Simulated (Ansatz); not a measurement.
# LiCaCl3 (model cell, started as cubic perovskite with Ca in the octahedra): following an unstable mode, part 2 of 3

Wanted: the energy along a soft mode of LiCaCl3 (model cell, started as cubic perovskite with Ca in the octahedra) and the structure at the end.

Ansatz 0.2.0; DFT PBEsol, scalar-relativistic, plane waves, PAW; PAW set soft_1.

So far, highest frequency on the path or at a solved wavevector (cm⁻¹): step 2 (response at finite wavevector) 361. Also lowest frequency on the path (cm⁻¹): step 2 -181.

The structure was built from a prototype and need not be the compound's stable phase.

## 6. Relaxation from the frozen mode

Starting from the lowest point found, all atoms and the cell are let go, so that strain and other modes of the same symmetry can join in.

input.yaml reads:

```yaml
crystal:
  lattice:
    - [5.2669287819, 5.2669287819, 0.0]
    - [5.2669287819, 0.0, 5.2669287819]
    - [5.2669287819, 0.0, -5.2669287819]
  atoms:
    - { symbol: Li, position: [0.0805524598, 0.4194475402, 0.5] }
    - { symbol: Li, position: [-0.0805524598, 0.0805524598, 0.0] }
    - { symbol: Ca, position: [0.5, 0.25, 0.75] }
    - { symbol: Ca, position: [0.5, 0.75, 0.25] }
    - { symbol: Cl, position: [0.5, 0.4950633003, 0.4950633003] }
    - { symbol: Cl, position: [0.5, 0.0049366997, 0.0049366997] }
    - { symbol: Cl, position: [0.0, 0.0049366997, 0.5049366997] }
    - { symbol: Cl, position: [0.0, 0.4950633003, -0.0049366997] }
    - { symbol: Cl, position: [0.4901266006, 0.0098733994, 0.5] }
    - { symbol: Cl, position: [0.5098733994, 0.4901266006, 0.0] }
kpoints:
  mp_grid: { grid: [4, 4, 4] }
hamiltonian:
  xc: pbesol
  pseudopotentials: { kind: paw, azcp: { folder: soft_1 }, xc_functional: pbe }
scf:
  occupations: { method: fixed }
output:
  forces: true
  stress: true
  eigenvalues: true
relax:
  adjacent_minimum: "off"
  f_tol: 0.002
  max_steps: 120
  cell: { stress_tol: 0.03 }
```

Run with:

```sh
ansatz run input.yaml --threads 4 --pin off --max-ram 16384MiB --backend cpu --events-out ev --progress --plain --runs-dir out
```

Numbers of over 12 decimals in the logs are rounded to 6 here.

Log:

```text
[...]
Crystal: 10 atoms, lattice volume = 292.215 Å³
Basis set: ecut = 420 eV, 5769 PW (Γ), exchange–correlation on 100×100×100 points (8 copies of the dense FFT grid, shifted against one another)
Bands: 44, of which v1, the nominal top of the filled ones, is band 34 counted from 1 (33 counted from 0)
Symmetry: 8 space group operations
[...]
k-points: 18 of 64
[...]
SCF iter   1: F=—  HF=-10383.362946 eV  |F-HF|=—  |Δ(HF+E_count)|=         —  Δρ=5.36e-2  dr2=1.82e1  ethr=3.10e-3  ⟨swp⟩=9.4  Hψ=4270  notcnv=0  defer=135
[...]
SCF iter  10: F=-10377.289714 eV  HF=-10377.289714 eV  |F-HF|=9.62e-9  |Δ(HF+E_count)|=   3.26e-7  Δρ=1.20e-6  dr2=8.90e-9  ethr=1.47e-10  ⟨swp⟩=7.1  Hψ=3143  notcnv=0
SCF 1 converged in 10 iterations: F = -10377.289714 eV  dr2 = 8.90e-9
[...]
relax step   1: F+E_penalty+E_count = -10377.28971448 eV  Δ(F+E_penalty+E_count) = +0.000e0 eV  max|allowed force component| = 3.155e-1 eV/Å  Δτ_max = 0.0000 Å  P = +0.036 GPa  Ω = 292.215 Å³  (10 SCF iters, dr2 threshold 1.00e-7 eV, accepted)
Crystal: 10 atoms, lattice volume = 296.106 Å³
Basis set: ecut = 420 eV, 5809 PW (Γ), exchange–correlation on 100×100×100 points (8 copies of the dense FFT grid, shifted against one another)
[...]
iter 1 solved again at ethr=8.95e-5 eV; its pass at ethr=3.10e-3 eV (dr2=6.08e-2 eV) is discarded
[...]
SCF iter   6: F=-10377.608761 eV  HF=-10377.608761 eV  |F-HF|=1.90e-8  |Δ(HF+E_count)|=   3.52e-6  Δρ=5.90e-6  dr2=1.67e-7  ethr=1.47e-9  ⟨swp⟩=17.0  Hψ=5376  notcnv=0
the search or the solves at the SCF's close seem to have found levels that the self-consistency loop had missed (the run counts 1). By its estimate they hold under 1e-12 electrons; where the run keeps them, the occupations were computed again with them
SCF 2 converged in 6 iterations: F = -10377.608761 eV  dr2 = 1.67e-7
relax step   2: F+E_penalty+E_count = -10377.60876148 eV  Δ(F+E_penalty+E_count) = -3.190e-1 eV  max|allowed force component| = 4.257e-1 eV/Å  Δτ_max = 0.1981 Å  P = -0.198 GPa  Ω = 296.106 Å³  energy of the carried Pulay correction = -5.594e-5 eV  (6 SCF iters, dr2 threshold 1.00e-6 eV, accepted)
Crystal: 10 atoms, lattice volume = 296.975 Å³
Basis set: ecut = 420 eV, 5833 PW (Γ), exchange–correlation on 100×100×100 points (8 copies of the dense FFT grid, shifted against one another)
[...]
SCF iter   6: F=-10377.931572 eV  HF=-10377.931572 eV  |F-HF|=6.66e-9  |Δ(HF+E_count)|=   1.18e-6  Δρ=5.57e-6  dr2=1.12e-7  ethr=1.47e-9  ⟨swp⟩=16.1  Hψ=5182  notcnv=0
SCF 3 converged in 6 iterations: F = -10377.931572 eV  dr2 = 1.12e-7
relax step   3: F+E_penalty+E_count = -10377.93157177 eV  Δ(F+E_penalty+E_count) = -3.228e-1 eV  max|allowed force component| = 4.079e-1 eV/Å  Δτ_max = 0.1985 Å  P = +0.002 GPa  Ω = 296.975 Å³  energy of the carried Pulay correction = -6.833e-5 eV  (6 SCF iters, dr2 threshold 1.00e-6 eV, accepted)
[... from here on, the SCF cycles and remarks between the steps are left out ...]
relax step   4: F+E_penalty+E_count = -10378.13463841 eV  Δ(F+E_penalty+E_count) = -2.031e-1 eV  max|allowed force component| = 1.793e-1 eV/Å  Δτ_max = 0.1952 Å  P = +0.280 GPa  Ω = 298.461 Å³  energy of the carried Pulay correction = -8.943e-5 eV  (6 SCF iters, dr2 threshold 1.00e-6 eV, accepted)
relax step   5: F+E_penalty+E_count = -10378.36152080 eV  Δ(F+E_penalty+E_count) = -2.269e-1 eV  max|allowed force component| = 2.452e-1 eV/Å  Δτ_max = 0.1967 Å  P = +0.080 GPa  Ω = 301.561 Å³  energy of the carried Pulay correction = -1.331e-4 eV  (6 SCF iters, dr2 threshold 1.00e-6 eV, accepted)
relax step   6: F+E_penalty+E_count = -10378.75017585 eV  Δ(F+E_penalty+E_count) = -3.887e-1 eV  max|allowed force component| = 2.743e-1 eV/Å  Δτ_max = 0.1919 Å  P = -0.372 GPa  Ω = 301.742 Å³  energy of the carried Pulay correction = -1.357e-4 eV  (6 SCF iters, dr2 threshold 1.00e-6 eV, accepted)
relax step   7: F+E_penalty+E_count = -10379.09028297 eV  Δ(F+E_penalty+E_count) = -3.401e-1 eV  max|allowed force component| = 2.089e-1 eV/Å  Δτ_max = 0.1943 Å  P = -0.847 GPa  Ω = 302.049 Å³  energy of the carried Pulay correction = -1.400e-4 eV  (6 SCF iters, dr2 threshold 1.00e-6 eV, accepted)
relax step   8: F+E_penalty+E_count = -10379.27366454 eV  Δ(F+E_penalty+E_count) = -1.834e-1 eV  max|allowed force component| = 7.822e-2 eV/Å  Δτ_max = 0.1949 Å  P = -0.805 GPa  Ω = 295.777 Å³  energy of the carried Pulay correction = -5.124e-5 eV  (6 SCF iters, dr2 threshold 1.00e-6 eV, accepted)
relax step   9: F+E_penalty+E_count = -10379.26321533 eV  Δ(F+E_penalty+E_count) = +1.045e-2 eV  max|allowed force component| = 1.581e-1 eV/Å  Δτ_max = 0.1996 Å  P = -0.099 GPa  Ω = 284.127 Å³  energy of the carried Pulay correction = +1.187e-4 eV  (6 SCF iters, dr2 threshold 1.00e-6 eV, rejected (line search))
relax step  10: F+E_penalty+E_count = -10379.30986705 eV  Δ(F+E_penalty+E_count) = -3.620e-2 eV  max|allowed force component| = 5.723e-2 eV/Å  Δτ_max = 0.0959 Å  P = -0.340 GPa  Ω = 285.640 Å³  energy of the carried Pulay correction = +9.623e-5 eV  (10 SCF iters, accepted)
relax step  11: F+E_penalty+E_count = -10379.31259866 eV  Δ(F+E_penalty+E_count) = -2.732e-3 eV  max|allowed force component| = 3.758e-2 eV/Å  Δτ_max = 0.0808 Å  P = +0.030 GPa  Ω = 282.775 Å³  energy of the carried Pulay correction = +1.389e-4 eV  (6 SCF iters, dr2 threshold 4.47e-7 eV, accepted)
relax step  12: F+E_penalty+E_count = -10379.31540284 eV  Δ(F+E_penalty+E_count) = -2.804e-3 eV  max|allowed force component| = 3.423e-2 eV/Å  Δτ_max = 0.0651 Å  P = +0.048 GPa  Ω = 282.659 Å³  energy of the carried Pulay correction = +1.406e-4 eV  (7 SCF iters, dr2 threshold 8.83e-8 eV, accepted)
relax step  13: F+E_penalty+E_count = -10379.31700704 eV  Δ(F+E_penalty+E_count) = -1.604e-3 eV  max|allowed force component| = 2.584e-3 eV/Å  Δτ_max = 0.0155 Å  P = +0.003 GPa  Ω = 282.645 Å³  energy of the carried Pulay correction = +1.408e-4 eV  (5 SCF iters, dr2 threshold 7.32e-8 eV, accepted)
relax step  14: F+E_penalty+E_count = -10379.31701702 eV  Δ(F+E_penalty+E_count) = -9.974e-6 eV  max|allowed force component| = 1.074e-4 eV/Å  Δτ_max = 0.0013 Å  P = +0.000 GPa  Ω = 282.643 Å³  energy of the carried Pulay correction = +1.408e-4 eV  (5 SCF iters, dr2 threshold 4.17e-10 eV, accepted)
[...]
SCF iter   1: F=—  HF=-10379.316551 eV  |F-HF|=—  |Δ(HF+E_count)|=         —  Δρ=4.69e-5  dr2=3.24e-7  ethr=4.44e-7  ⟨swp⟩=4.2  Hψ=5616  notcnv=0  defer=143
eigensolver tolerance schedule: the retry pair's looser diagonalisation over-reported the residual by 930.38 of it (diagonalisation noise at 0.15 of the residual, at the tolerance the schedule requests for it); recorded, not acted on — ethr = c·dr2/N_el stays at c = 1.0e-1
[...]
SCF iter   2: F=—  HF=-10379.316794 eV  |F-HF|=—  |Δ(HF+E_count)|=   2.44e-4  Δρ=2.40e-5  dr2=8.71e-8  ethr=4.76e-10  ⟨swp⟩=3.0  Hψ=1667  notcnv=0  defer=141
[...]
SCF iter   6: F=-10379.316899 eV  HF=-10379.316899 eV  |F-HF|=7.28e-12  |Δ(HF+E_count)|=  1.98e-10  Δρ=2.86e-8  dr2=5.36e-12  ethr=1.00e-12  ⟨swp⟩=18.7  Hψ=5498  notcnv=0
SCF 15 converged in 6 iterations: F = -10379.316899 eV  dr2 = 5.36e-12
relax step  15: F+E_penalty+E_count = -10379.31689917 eV  Δ(F+E_penalty+E_count) = +1.178e-4 eV  max|allowed force component| = 9.898e-5 eV/Å  Δτ_max = 0.0000 Å  P = +0.000 GPa  Ω = 282.643 Å³  stress off target by 1.31e-3 GPa  SCF on the basis re-selected at this cell (its energy is not comparable with the rows above)  (6 SCF iters)
basis re-selected at this cell: Δ(F+E_penalty+E_count) = +1.178e-4 eV, ΔP = +0.000 GPa vs the last step (what re-selecting the basis moved, of the pressure what is left beyond the Pulay correction that the steps carried, after the strain that the cell walked since its last selection, with what the two solves' SCF thresholds leave and, on support functions, any second-order correction that the steps lacked; it is no m [...]
SCF converged after 6 iterations
Free energy (F): -10379.316899 eV
[...]
Internal energy: -10379.316899 eV  (E = F + TS)
E sigma→0 (E₀):  -10379.316899 eV
Fermi energy:    0.212538 eV
[...]
--- Forces (eV/Å), atoms counted from 1 ---
  atom   1  Li     0.00000000     0.00009898    -0.00009898
  atom   2  Li     0.00000000    -0.00009898     0.00009898
  atom   3  Ca     0.00000000     0.00000000    -0.00000000
  atom   4  Ca     0.00000000     0.00000000    -0.00000000
  atom   5  Cl     0.00005850     0.00000000    -0.00000000
  atom   6  Cl    -0.00005850    -0.00000000     0.00000000
  atom   7  Cl    -0.00005850     0.00000000     0.00000000
  atom   8  Cl     0.00005850    -0.00000000     0.00000000
  atom   9  Cl     0.00000000     0.00009055    -0.00009055
  atom  10  Cl     0.00000000    -0.00009055     0.00009055
  max |Σ_I F_I| component: 4.34e-19 eV/Å
--- Stress (GPa, compression-positive) ---
       -0.000003      -0.000000       0.000000
       -0.000000       0.000578      -0.000733
        0.000000      -0.000733       0.000578
  P = ⅓ Tr σ = 0.0004 GPa (0.004 kbar)
--- Band table (eV; the first three rows and the last of 18) ---
  k-point 0: bands = [... 30 lower, -0.1345, -0.0194, 0.0847, 0.2125, 5.4629, 5.8169, 6.0422, 6.2609, ... 6 higher]
  k-point 1: bands = [... 30 lower, -0.1774, -0.1301, -0.0595, 0.1019, 5.7732, 6.0311, 6.3537, 6.5044, ... 6 higher]
  k-point 2: bands = [... 30 lower, -0.2220, -0.2220, -0.0048, -0.0048, 6.2672, 6.2672, 6.5949, 6.5949, ... 6 higher]
  k-point 17: bands = [... 30 lower, -0.3398, -0.2151, -0.0173, 0.0704, 5.7700, 6.1852, 6.2450, 6.6155, ... 6 higher]
--- Relaxed structure (14 steps of the walk, 13 accepted, 1 SCFs on fresh bases) ---
  F+E_penalty+E_count = -10379.31689917 eV   max|allowed force component| = 9.898e-5 eV/Å   (the final SCF, on the basis selected at the relaxed cell)
  cell:  # Å, volume = 282.6434 Å³
    - [5.234488, 5.202803, -0.266405]
    - [5.234488, -0.266405, 5.202803]
    - [5.234488, 0.266405, -5.202803]
  atoms:
    - { symbol: Li, position: [0.247668, 0.252332, 0.5] }
    - { symbol: Li, position: [-0.247668, 0.247668, 0.0] }
    - { symbol: Ca, position: [0.5, 0.250000, 0.750000] }
    - { symbol: Ca, position: [0.5, 0.750000, 0.250000] }
    - { symbol: Cl, position: [0.5, 0.420530, 0.420530] }
    - { symbol: Cl, position: [0.5, 0.079470, 0.079470] }
    - { symbol: Cl, position: [0.0, 0.079470, 0.579470] }
    - { symbol: Cl, position: [0.0, 0.420530, -0.079470] }
    - { symbol: Cl, position: [0.572546, -0.072546, 0.5] }
    - { symbol: Cl, position: [0.427454, 0.572546, 0.0] }
```

The job ended after 64 s (4 threads of Arm Neoverse V1, shared host; peak memory 0.75 GiB; 4.2 min of CPU time).

Relaxation path:

```tsv
step	energy less that of the first step (eV)	largest force component (eV/Å)	pressure (GPa)	volume (Å³)
1	0.0000	0.3155	0.04	292.21
2	-0.3190	0.4257	-0.20	296.11
3	-0.6419	0.4079	0.00	296.98
4	-0.8449	0.1793	0.28	298.46
5	-1.0718	0.2452	0.08	301.56
6	-1.4605	0.2743	-0.37	301.74
7	-1.8006	0.2089	-0.85	302.05
8	-1.9840	0.0782	-0.80	295.78
9	-1.9735	0.1581	-0.10	284.13
10	-2.0202	0.0572	-0.34	285.64
11	-2.0229	0.0376	0.03	282.77
12	-2.0257	0.0342	0.05	282.66
13	-2.0273	0.0026	0.00	282.64
14	-2.0273	0.0001	0.00	282.64
15*	-2.0272	0.0001	0.00	282.64
```

Relaxation steps marked * repeat the geometry before them on a plane-wave basis chosen anew for their cell, so energy and pressure can jump there. Relaxation step 9 was tried and not accepted.

The run keeps the 8 symmetry operations that it works with, so distortions that break them were not tested.

```tsv
conventional cell, symmetrised	before	after	change
a (Å)	7.449	6.981	-6.3 %
b (Å)	10.534	10.469	-0.6 %
c (Å)	7.449	7.735	+3.8 %
volume (Å³/atom)	29.22	28.26	-3.3 %
```

The atoms that moved most (Å, as changes of fractional coordinates times the final cell):

```tsv
atom	dx	dy	dz	length
Li2	0.000	-0.914	0.914	1.293
Li1	0.000	0.914	-0.914	1.293
Cl6	0.780	0.000	0.000	0.780
Cl5	-0.780	0.000	0.000	0.780
Cl8	-0.780	0.000	0.000	0.780
Cl7	0.780	0.000	0.000	0.780
Cl9	0.000	0.451	-0.451	0.637
Cl10	0.000	-0.451	0.451	0.637
```

This step gave:

| Item | Value |
| --- | --- |
| pressure | 3.84e-4 GPa |
| gap on the k-mesh | 5.250 eV |
| volume per atom | 28.26 Å³ |

The distorted start has space group Imma; the relaxation ends in Imma.

## 7. The new phase in its own primitive cell

The relaxed structure is symmetrised, reduced to its primitive cell and relaxed tightly, as its phonons need.

input.yaml, the sections that differ from step 6:

```yaml
crystal:
  lattice:
    - [-3.4905611673, 5.2344880918, 3.8673140473]
    - [3.4905611673, -5.2344880918, 3.8673140473]
    - [3.4905611673, 5.2344880918, -3.8673140473]
  atoms:
    - { symbol: Li, position: [0.0023321617, 0.7523321617, 0.25] }
    - { symbol: Li, position: [0.9976678383, 0.2476678383, 0.75] }
    - { symbol: Ca, position: [0.0, 0.5, 0.5] }
    - { symbol: Ca, position: [0.5, 0.5, 0.0] }
    - { symbol: Cl, position: [0.1705303126, 0.5, 0.1705303126] }
    - { symbol: Cl, position: [0.8294696874, 0.5, 0.8294696874] }
    - { symbol: Cl, position: [0.8294696874, 0.0, 0.3294696874] }
    - { symbol: Cl, position: [0.1705303126, 0.0, 0.6705303126] }
    - { symbol: Cl, position: [0.6774541308, 0.4274541308, 0.25] }
    - { symbol: Cl, position: [0.3225458692, 0.5725458692, 0.75] }
relax:
  adjacent_minimum: "off"
  f_tol: 0.001
  max_steps: 60
  cell: { stress_tol: 0.01 }
# kpoints, hamiltonian, scf, output: as in step 6
```

Log:

```text
[...]
Crystal: 10 atoms, lattice volume = 282.643 Å³
Basis set: ecut = 420 eV, 5519 PW (Γ), exchange–correlation on 100×100×100 points (8 copies of the dense FFT grid, shifted against one another)
Bands: 44, of which v1, the nominal top of the filled ones, is band 34 counted from 1 (33 counted from 0)
Symmetry: 8 space group operations
[...]
k-points: 18 of 64
[...]
- { symbol: Ca, position: [0.500000, 0.500000, 0.0] }
    - { symbol: Cl, position: [0.1705303126, 0.500000, 0.1705303126] }
    - { symbol: Cl, position: [0.829470, 0.500000, 0.829470] }
    - { symbol: Cl, position: [0.829470, 2.7755575615628914e-17, 0.329470] }
    - { symbol: Cl, position: [0.170530, 5.551115123125783e-17, 0.6705303126] }
    - { symbol: Cl, position: [0.6774541308, 0.4274541308, 0.250000] }
    - { symbol: Cl, position: [0.322546, 0.572546, 0.750000] }
[key lines of the parts left out:]
SCF converged after 7 iterations
Free energy (F): -10379.316899 eV
Fermi energy:    0.212539 eV
P = ⅓ Tr σ = 0.0004 GPa (0.004 kbar)
```

Run time: 10 s. Hardware: 4 threads; peak memory 0.72 GiB.

Little changed from the start: no atom moved by 0.005 Å and no cell edge by 0.1 %.

Numbers from this step:

| Item | Value |
| --- | --- |
| pressure | 3.83e-4 GPa |
| direct gap on mesh | 5.250 eV |

The largest force component left is 0.14 meV/Å and the pressure is 0.000 GPa, within the tolerances set. The cell now holds 28.26 Å³/atom.

(Part 2 of 3 ends here.)

[Logs are printed without paths, hosts, clocks, repeated set-up lines and the standing remarks that a program may print on its own settings, such as how far it seeks lower states.]

[Hosts, paths, dates, database ids (printed as entryN), source tags and the programs' standing remarks are cut or masked in the printed files.]
